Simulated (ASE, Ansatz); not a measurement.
# Structural relaxation of H16C6Br2N2O (Pca2_1) (108 atoms)

Aim: bring H16C6Br2N2O (Pca2_1) (108 atoms) to a nearby minimum of the energy and see what moves.

Calculated with Ansatz 0.2.0; Kohn-Sham DFT, RPBE+D4, PAW (set soft_2), plane waves.

### 1. Starting point

The cell holds 108 atoms: 64 H, 24 C, 8 Br, 8 N and 4 O. Its edges and angles: a = 12.383 Å, b = 8.319 Å, c = 9.881 Å, α = 90.0°, β = 90.0°, γ = 90.0°. It derives from H16C6Br2N2O (Pca2_1), repeated 1×1×1. H16C6Br2N2O, space group Pca2_1, structure from the Crystallography Open Database, 1 x 1 x 1 conventional cells; every coordinate displaced by a Gaussian of 0.02 Å; bonds to H set to neutron lengths (C-H 1.089, N-H 1.015, O-H 0.983, B-H 1.19 Å) where the listed ones are shorter.

Limits known from the start: Sampling is at Γ alone, for a cell whose shortest periodic width is 8 Å.

### 2. Single point at the start

The forces at the start show how far the geometry lies from a minimum of this functional.

Contents of input.yaml:

```yaml
crystal:
  lattice:
    - [12.3828, 0.0, 0.0]
    - [0.0, 8.3185, 0.0]
    - [0.0, 0.0, 9.8806]
  atoms:
    - { symbol: H, position: [0.21976, 0.73924, 0.1898] }
    - { symbol: H, position: [0.78221, 0.26279, 0.68835] }
    - { symbol: H, position: [0.72125, 0.26899, 0.19088] }
    - { symbol: H, position: [0.27919, 0.7382, 0.69172] }
    - { symbol: H, position: [0.09527, 0.68278, 0.11521] }
    - { symbol: H, position: [0.90292, 0.31178, 0.61405] }
    - { symbol: H, position: [0.59669, 0.32494, 0.11473] }
    - { symbol: H, position: [0.40024, 0.67931, 0.61499] }
    - { symbol: H, position: [0.13987, 0.4768, 0.26912] }
    - { symbol: H, position: [0.85954, 0.52291, 0.77266] }
    - { symbol: H, position: [0.64085, 0.52466, 0.27173] }
    - { symbol: H, position: [0.35804, 0.47751, 0.77619] }
    - { symbol: H, position: [0.17086, 0.61769, 0.39971] }
    - { symbol: H, position: [0.83291, 0.38259, 0.8997] }
    - { symbol: H, position: [0.67002, 0.38829, 0.40291] }
    - { symbol: H, position: [0.32759, 0.61378, 0.90276] }
    - { symbol: H, position: [0.95476, 0.63507, 0.28805] }
    - { symbol: H, position: [0.04029, 0.36278, 0.78837] }
    - { symbol: H, position: [0.45645, 0.36218, 0.28825] }
    - { symbol: H, position: [0.54417, 0.63738, 0.78786] }
    - { symbol: H, position: [0.97816, 0.47028, 0.36662] }
    - { symbol: H, position: [0.02092, 0.53548, 0.8663] }
    - { symbol: H, position: [0.48062, 0.53333, 0.36678] }
    - { symbol: H, position: [0.51845, 0.46923, 0.86607] }
    - { symbol: H, position: [0.03659, 0.6418, 0.56512] }
    - { symbol: H, position: [0.96123, 0.36278, 0.06417] }
    - { symbol: H, position: [0.54058, 0.3583, 0.56732] }
    - { symbol: H, position: [0.46093, 0.64155, 0.06361] }
    - { symbol: H, position: [0.90493, 0.60383, 0.53274] }
    - { symbol: H, position: [0.09922, 0.39635, 0.03207] }
    - { symbol: H, position: [0.39935, 0.39588, 0.53408] }
    - { symbol: H, position: [0.59959, 0.5995, 0.03334] }
    - { symbol: H, position: [0.93409, 0.87187, 0.3843] }
    - { symbol: H, position: [0.06839, 0.1249, 0.88437] }
    - { symbol: H, position: [0.43351, 0.1267, 0.3841] }
    - { symbol: H, position: [0.56771, 0.87235, 0.88151] }
    - { symbol: H, position: [0.87885, 0.86821, 0.544] }
    - { symbol: H, position: [0.12098, 0.12895, 0.0435] }
    - { symbol: H, position: [0.37936, 0.13375, 0.54536] }
    - { symbol: H, position: [0.62325, 0.86699, 0.04305] }
    - { symbol: H, position: [0.01926, 0.06706, 0.52191] }
    - { symbol: H, position: [0.98218, 0.9352, 0.02155] }
    - { symbol: H, position: [0.52017, 0.92996, 0.51897] }
    - { symbol: H, position: [0.483, 0.06472, 0.02078] }
    - { symbol: H, position: [0.04588, 0.93352, 0.63611] }
    - { symbol: H, position: [0.95025, 0.06391, 0.13931] }
    - { symbol: H, position: [0.54549, 0.06761, 0.64] }
    - { symbol: H, position: [0.45251, 0.94243, 0.13789] }
    - { symbol: H, position: [0.17643, 0.80501, 0.49303] }
    - { symbol: H, position: [0.82235, 0.19937, 0.99049] }
    - { symbol: H, position: [0.67728, 0.19855, 0.48895] }
    - { symbol: H, position: [0.32087, 0.80293, 0.99014] }
    - { symbol: H, position: [0.20523, 0.00489, 0.53253] }
    - { symbol: H, position: [0.79231, 0.99695, 0.03638] }
    - { symbol: H, position: [0.70796, 0.9907, 0.53453] }
    - { symbol: H, position: [0.29327, 0.00775, 0.03734] }
    - { symbol: H, position: [0.13845, 0.09623, 0.32036] }
    - { symbol: H, position: [0.86406, 0.9056, 0.81767] }
    - { symbol: H, position: [0.63485, 0.90563, 0.31605] }
    - { symbol: H, position: [0.3627, 0.09838, 0.81941] }
    - { symbol: H, position: [0.24454, 0.96608, 0.29655] }
    - { symbol: H, position: [0.75892, 0.0397, 0.7992] }
    - { symbol: H, position: [0.74383, 0.03683, 0.29573] }
    - { symbol: H, position: [0.26052, 0.95442, 0.79628] }
    - { symbol: C, position: [0.13603, 0.72123, 0.20887] }
    - { symbol: C, position: [0.86931, 0.27463, 0.7042] }
    - { symbol: C, position: [0.63363, 0.27546, 0.20988] }
    - { symbol: C, position: [0.36625, 0.71986, 0.70758] }
    - { symbol: C, position: [0.12051, 0.59053, 0.31303] }
    - { symbol: C, position: [0.88455, 0.40671, 0.81518] }
    - { symbol: C, position: [0.61836, 0.40569, 0.31218] }
    - { symbol: C, position: [0.37791, 0.5925, 0.81362] }
    - { symbol: C, position: [0.97249, 0.66248, 0.491] }
    - { symbol: C, position: [0.0275, 0.33599, 0.99272] }
    - { symbol: C, position: [0.47344, 0.33645, 0.49435] }
    - { symbol: C, position: [0.52645, 0.65809, 0.99327] }
    - { symbol: C, position: [0.95095, 0.84519, 0.48571] }
    - { symbol: C, position: [0.04671, 0.15684, 0.98758] }
    [... 24 atom lines left out ...]
    - { symbol: "N", position: [0.54099, 0.05418, 0.53654] }
    - { symbol: "N", position: [0.45944, 0.94963, 0.0348] }
    - { symbol: O, position: [0.0922, 0.87867, 0.24672] }
    - { symbol: O, position: [0.90636, 0.12438, 0.74298] }
    - { symbol: O, position: [0.59278, 0.12767, 0.24173] }
    - { symbol: O, position: [0.40755, 0.87366, 0.74311] }
kpoints:
  mp_grid: { grid: [1, 1, 1] }
hamiltonian:
  xc: rpbe
  dispersion: d4
scf:
  occupations: { method: fixed }
output:
  forces: true
  stress: true
  populations: true
  dos:
    method: { smearing: { sigma: 0.1 } }
    de: 0.1
    projected: { site_lists: { Br: [Br], C: [C], H: [H], "N": ["N"], O: [O] } }
  eigenvalues: true
```

Run with:

```
ansatz run input.yaml --threads 4 --pin off --max-ram 8192MiB --backend cpu --events-out ev --progress --plain --runs-dir out
```

Numbers of over 12 decimals in the logs are rounded to 6 here.

The program printed:

```text
Engine: ansatz 0.2.0, aarch64-unknown-linux-gnu
Pseudopotentials: kind: paw
Pseudopotential: H, paw, valence charge 1, recommended cutoff 420 eV (normal), H.paw.azcp
Pseudopotential: C, paw, valence charge 4, recommended cutoff 420 eV (normal), C.paw.azcp
Pseudopotential: Br, paw, valence charge 7, recommended cutoff 420 eV (normal), Br.paw.azcp
Pseudopotential: N, paw, valence charge 5, recommended cutoff 420 eV (normal), N.paw.azcp
Pseudopotential: O, paw, valence charge 6, recommended cutoff 420 eV (normal), O.paw.azcp
[... 5 lines on functional and potentials left out ...]
Crystal: 108 atoms, lattice volume = 1017.764 Å³
Basis set: ecut = 420 eV, 19927 PW (Γ), exchange–correlation on 180×120×144 points (8 copies of the dense FFT grid, shifted against one another)
Bands: 248, of which v1, the nominal top of the filled ones, is band 140 counted from 1 (139 counted from 0)
Symmetry: 1 space group operations
Space group: P1 (ITA 1), of the structure as read, at distance tolerance 1.0e-4 Å
k-points: 1
[... 15 lines on functional and potentials left out ...]
Initial density: superposition of atomic densities (neutral atoms: chi_scale 0, normalization atom), corrected by the library's trained network
Initial wavefunctions: pseudopotential atomic-orbital guess
Functional: x = rpbe, c = pbe(β = 0.066725)
SCF iter   1: F=—  HF=-34784.990385 eV  |F-HF|=—  |Δ(HF+E_count)|=         —  Δρ=5.77e-3  dr2=4.45e-1  ethr=1.77e-3  ⟨swp⟩=5.0  Hψ=907  notcnv=0  defer=105
preconditioner: auto → Resta (q_TF=auto, 2.200 Å⁻¹)  ε∞=2.5  [insulator: Δε(μ)=5.119 eV  Ē_g=15.651 eV  n_scr=182 (ndim 8)  ℏωp=19.0 eV  f_vac=0.072  ε∞_Penn≈2.5]
SCF iter   2: F=—  HF=-34784.899279 eV  |F-HF|=—  |Δ(HF+E_count)|=   9.11e-2  Δρ=2.73e-3  dr2=5.96e-2  ethr=1.59e-4  ⟨swp⟩=3.0  Hψ=428  notcnv=0  defer=106
SCF iter   3: F=—  HF=-34784.903285 eV  |F-HF|=—  |Δ(HF+E_count)|=   4.01e-3  Δρ=1.02e-3  dr2=1.04e-2  ethr=2.13e-5  ⟨swp⟩=2.0  Hψ=229  notcnv=0  defer=106
SCF iter   4: F=—  HF=-34784.907296 eV  |F-HF|=—  |Δ(HF+E_count)|=   4.01e-3  Δρ=4.35e-4  dr2=1.58e-3  ethr=3.73e-6  ⟨swp⟩=2.0  Hψ=289  notcnv=0  defer=106
SCF iter   5: F=—  HF=-34784.907845 eV  |F-HF|=—  |Δ(HF+E_count)|=   5.49e-4  Δρ=1.20e-4  dr2=1.32e-4  ethr=5.64e-7  ⟨swp⟩=2.0  Hψ=289  notcnv=0  defer=106
SCF iter   6: F=—  HF=-34784.908034 eV  |F-HF|=—  |Δ(HF+E_count)|=   1.89e-4  Δρ=5.08e-5  dr2=2.31e-5  ethr=4.70e-8  ⟨swp⟩=2.0  Hψ=287  notcnv=0  defer=106
SCF iter   7: F=—  HF=-34784.909607 eV  |F-HF|=—  |Δ(HF+E_count)|=   1.57e-3  Δρ=1.36e-5  dr2=1.68e-6  ethr=8.24e-9  ⟨swp⟩=2.0  Hψ=385  notcnv=0  defer=103
SCF iter   8: F=—  HF=-34784.909611 eV  |F-HF|=—  |Δ(HF+E_count)|=   3.78e-6  Δρ=5.33e-6  dr2=2.70e-7  ethr=6.00e-10  ⟨swp⟩=2.0  Hψ=287  notcnv=0  defer=103
SCF iter   9: F=-34784.909611 eV  HF=-34784.909611 eV  |F-HF|=1.30e-8  |Δ(HF+E_count)|=   4.03e-7  Δρ=2.50e-6  dr2=5.51e-8  ethr=3.57e-11  ⟨swp⟩=18.0  Hψ=1975  notcnv=0
SCF 1 converged in 9 iterations: F = -34784.909611 eV  dr2 = 5.51e-8
  greatest PAW one-centre occupation: 0.915 electrons in one spin orbital (limit 2), on the Br atom at site 88 (counted from 0), in its partial waves of l = 0
SCF converged after 9 iterations
Free energy (F): -34784.909611 eV
Harris-Foulkes:  -34784.909611 eV  (|F-HF|=1.30e-8)
Internal energy: -34784.909611 eV  (E = F + TS)
E sigma→0 (E₀):  -34784.909611 eV
Fermi energy:    1.343399 eV
--- Per-component energies (eV) ---
  E_band       = -1749.598224
  E_kinetic    = 5948.921821
  E_local      = -16331.273349  (includes V_loc(G=0)·N_el)
  E_nonlocal   = 1853.920527
  E_hartree    = 5684.152006
  E_xc         = -4648.909389
  E_vxc        = -4002.664918  (∫ρ·V_xc dr)
  E_paw        = -22139.282304  (= ΣΔE_a)
  E_vpaw       = -586.729125  (= ΣTr[D̂ρ^β])
  E_aug_tail   = -0.077389  (compensation charges beyond the density's cutoff)
  E_ewald      = -5135.033625
  E_disp       = -16.266488  (pairwise vdW)
  E_core_change = -1.061422  (= ΣΔE_core)
  E_smearing   = -0.000000  (= −TS)
  E_closure    = 0.000000  (closes the sum)
  Σ components = -34784.909611   (vs F -34784.909611, Δ=0.00e0)
--- Forces (eV/Å), atoms counted from 1 ---
  atom   1  H      1.12356908    -0.21110231    -0.20763601
  atom   2  H     -0.32715969     0.49889658    -0.09347457
  atom   3  H      0.01038256     0.06996063    -0.03310317
  atom   4  H     -0.14004729    -0.48597682    -0.15526086
  atom   5  H     -0.01013347     0.50821839     0.06325539
  atom   6  H      1.39744744     0.34671685    -2.10027104
  atom   7  H      0.04918574    -0.95750711     0.39973715
  atom   8  H      0.77330070     0.11767194    -1.01367539
  atom   9  H      0.34425862    -0.87043856    -0.15149963
  atom  10  H      0.16695958     0.02316700     0.10672192
  atom  11  H     -0.08812863    -0.24942236    -0.05833629
  atom  12  H     -0.36134074    -1.30665016    -0.59920625
  atom  13  H      0.09173032    -0.58112855     0.33392930
  atom  14  H     -0.32681415     0.14802380     0.57198018
[...]
atom 107  O     -1.35996392    -1.64604213     0.20261891
  atom 108  O      1.37971560     0.85313190     0.20910744
  max |Σ_I F_I| component: 2.08e-4 eV/Å
--- Stress (GPa, compression-positive) ---
        1.281579       0.074664      -0.072697
        0.074664       2.702431      -0.275733
       -0.072697      -0.275733       2.977227
  P = ⅓ Tr σ = 2.3204 GPa (23.204 kbar)
--- Band table (eV) ---
  k-point 0: bands = ["-20.3252", "-19.9304", "-19.8981", "-19.5748", [... 232 levels ...], "12.5540", "12.6279", "12.6904", "12.6957", "12.7451", "12.8343", "12.8624", "12.8955", "12.9744", "12.9830", "13.1740", "13.2220"]
--- Löwdin populations: 108 sites ---
  site symbol       q [e]
     0      H      0.8020
     1      H      0.8194
     2      H      0.8247
[...]
107      O      6.3760
  spilling = 0.011727 (of n_electrons = 280.000000)
```

Wall time 11 s (4 threads of Arm Neoverse V2, shared host); peak memory 1.1 GiB; 40 s of CPU time.

The column dr2 measures how far the density is from self-consistency, as an energy; F and HF (Harris–Foulkes) agree once it is small.

Numbers from this run:

```
free energy                                      : -34784.9096 eV
free energy per atom                             : -322.0825 eV/atom
SCF cycles                                       : 9
pressure                                         : 2.32 GPa
r.m.s. force component                           : 0.9161 eV/Å
longest force                                    : 4.953 eV/Å
Fermi energy                                     : 1.343 eV
gap (highest filled to lowest empty level) : 4.994 eV
spilling of the projection                       : 0.01173
```

The r.m.s. force component of 0.92 eV/Å and the pressure of 2.3 GPa set the starting point.

Length of the force by element:

```
element  coordination  atoms  mean length of the force (eV/Å)  spread   least   most
     Br           all      8                            0.130  0.0268  0.0832  0.171
      C           all     24                             2.02   0.822   0.555   3.72
      H           all     64                            0.967   0.639  0.0781   3.74
      N           all      8                             2.39    1.06    1.26   4.95
      O           all      4                             2.06   0.284    1.64   2.43
```

### 3. Relaxation

With the cell held, the atoms are moved downhill towards a nearby minimum.

input.yaml, the sections that differ from step 2:

```yaml
output:
  forces: true
relax:
  f_tol: 0.03
  max_steps: 200
# crystal, kpoints, hamiltonian, scf: as in step 2
```

The program printed:

```text
[...]
Crystal: 108 atoms, lattice volume = 1017.764 Å³
Basis set: ecut = 420 eV, 19927 PW (Γ), exchange–correlation on 180×120×144 points (8 copies of the dense FFT grid, shifted against one another)
Bands: 248, of which v1, the nominal top of the filled ones, is band 140 counted from 1 (139 counted from 0)
Symmetry: 1 space group operations
[...]
k-points: 1
[...]
SCF iter   1: F=—  HF=-34784.986214 eV  |F-HF|=—  |Δ(HF+E_count)|=         —  Δρ=5.75e-3  dr2=4.43e-1  ethr=1.77e-3  ⟨swp⟩=5.0  Hψ=815  notcnv=0  defer=103
[...]
SCF iter   3: F=—  HF=-34784.903230 eV  |F-HF|=—  |Δ(HF+E_count)|=   4.09e-3  Δρ=1.02e-3  dr2=1.04e-2  ethr=2.12e-5  ⟨swp⟩=3.0  Hψ=229  notcnv=0  defer=37
automatic band count: iteration 3 solves 179 bands in place of 248: the levels show a gap, and the empty bands left out lie too high to hold charge; the band table lists the bands solved (type scf.n_extra_bands for more)
SCF iter   4: F=—  HF=-34784.908885 eV  |F-HF|=—  |Δ(HF+E_count)|=   5.66e-3  Δρ=4.43e-4  dr2=1.62e-3  ethr=3.70e-6  ⟨swp⟩=2.0  Hψ=321  notcnv=0  defer=37
[...]
SCF iter   7: F=-34784.909610 eV  HF=-34784.909607 eV  |F-HF|=3.19e-6  |Δ(HF+E_count)|=   2.17e-5  Δρ=1.33e-5  dr2=1.61e-6  ethr=8.04e-9  ⟨swp⟩=4.0  Hψ=551  notcnv=0
SCF 1 converged in 7 iterations: F = -34784.909610 eV  dr2 = 1.61e-6
[...]
relax step   1: F+E_penalty+E_count = -34784.90960992 eV  Δ(F+E_penalty+E_count) = +0.000e0 eV  max|allowed force component| = 3.983e0 eV/Å  Δτ_max = 0.0000 Å  (7 SCF iters, dr2 threshold 2.25e-5 eV, accepted)
[...]
relax step   2: F+E_penalty+E_count = -34787.18146733 eV  Δ(F+E_penalty+E_count) = -2.272e0 eV  max|allowed force component| = 1.606e0 eV/Å  Δτ_max = 0.1937 Å  (7 SCF iters, dr2 threshold 1.00e-4 eV, accepted)
[...]
relax step   3: F+E_penalty+E_count = -34787.60907674 eV  Δ(F+E_penalty+E_count) = -4.276e-1 eV  max|allowed force component| = 6.422e-1 eV/Å  Δτ_max = 0.1954 Å  (6 SCF iters, dr2 threshold 1.00e-4 eV, accepted)
[...]
relax step   4: F+E_penalty+E_count = -34787.70704796 eV  Δ(F+E_penalty+E_count) = -9.797e-2 eV  max|allowed force component| = 1.393e-1 eV/Å  Δτ_max = 0.2000 Å  (6 SCF iters, dr2 threshold 6.60e-5 eV, accepted)
[...]
relax step   5: F+E_penalty+E_count = -34787.73679768 eV  Δ(F+E_penalty+E_count) = -2.975e-2 eV  max|allowed force component| = 3.778e-2 eV/Å  Δτ_max = 0.0854 Å  (7 SCF iters, dr2 threshold 1.21e-6 eV, accepted)
[...]
relax step   6: F+E_penalty+E_count = -34787.74146333 eV  Δ(F+E_penalty+E_count) = -4.666e-3 eV  max|allowed force component| = 3.596e-2 eV/Å  Δτ_max = 0.0578 Å  (9 SCF iters, accepted)
[...]
relax step   7: F+E_penalty+E_count = -34787.74613245 eV  Δ(F+E_penalty+E_count) = -4.669e-3 eV  max|allowed force component| = 2.051e-2 eV/Å  Δτ_max = 0.0401 Å  (8 SCF iters, accepted)
SCF converged after 8 iterations
Free energy (F): -34787.746132 eV
[...]
Internal energy: -34787.746132 eV  (E = F + TS)
E sigma→0 (E₀):  -34787.746132 eV
Fermi energy:    1.219906 eV
[...]
--- Forces (eV/Å), atoms counted from 1 ---
  atom   1  H     -0.00820597    -0.00012910     0.01086641
  atom   2  H      0.00634983    -0.00187103     0.00985050
  atom   3  H     -0.00626248     0.00000571     0.00954868
  atom   4  H      0.00801023     0.00213655     0.00925632
  atom   5  H     -0.00763019     0.00372379     0.00019606
  atom   6  H      0.00474468    -0.00013831    -0.00378474
  atom   7  H     -0.00340224    -0.00054846    -0.00153849
  atom   8  H      0.00550775     0.00214148    -0.00132435
  atom   9  H     -0.00596943    -0.00069881     0.00498133
  atom  10  H      0.00335959     0.00103398     0.00517395
  atom  11  H     -0.00261621     0.00204513     0.00525171
  atom  12  H      0.00584902     0.00070419     0.00435086
  atom  13  H     -0.00090278    -0.00100551    -0.00230116
  atom  14  H     -0.00145800    -0.00032280    -0.00143683
[...]
atom 107  O      0.01737227     0.00786493    -0.01448716
  atom 108  O     -0.02051497    -0.00715078    -0.01013274
  max |Σ_I F_I| component: 1.36e-4 eV/Å
--- Relaxed structure (7 steps of the walk, 7 accepted, 0 SCFs on fresh bases) ---
  F+E_penalty+E_count = -34787.74613245 eV   max|allowed force component| = 2.051e-2 eV/Å
  atoms:
    - { symbol: H, position: [0.226511, 0.727266, 0.193261] }
    - { symbol: H, position: [0.775045, 0.275391, 0.693676] }
    - { symbol: H, position: [0.724526, 0.274958, 0.193879] }
    - { symbol: H, position: [0.273684, 0.726379, 0.693324] }
[...]
- { symbol: O, position: [0.404351, 0.875340, 0.744239] }
```

The job ended after 43 s (4 threads; peak memory 1.1 GiB; 2.8 min of CPU time).

Relaxation path:

```
step  energy less that of the first step (eV)  largest force component (eV/Å)
   1                                   0.0000                          3.9828
   2                                  -2.2719                          1.6057
   3                                  -2.6995                          0.6422
   4                                  -2.7974                          0.1393
   5                                  -2.8272                          0.0378
   6                                  -2.8319                          0.0360
   7                                  -2.8365                          0.0205
```

The atoms that moved most (Å):

```
atom      dx      dy      dz  length
 H48   0.003  -0.241   0.058   0.248
 H27  -0.157   0.183  -0.049   0.246
 H29  -0.147  -0.017  -0.172   0.226
 H14   0.042   0.211   0.026   0.217
 H46   0.022   0.209   0.050   0.216
 H31  -0.115   0.000  -0.181   0.214
 H18   0.162   0.052  -0.119   0.208
 H28   0.102  -0.180  -0.016   0.207
```

The relaxation changed the energy by -26.3 meV/atom, and atoms moved by 0.12 Å r.m.s., 0.25 Å at most.

(Continued in part 2 of 3.)

[Logs are printed without paths, hosts, clocks, repeated set-up lines and the standing remarks that a program may print on its own settings, such as how far it seeks lower states.]

[Hosts, paths, dates, database ids (printed as entryN), source tags and the programs' standing remarks are cut or masked in the printed files.]
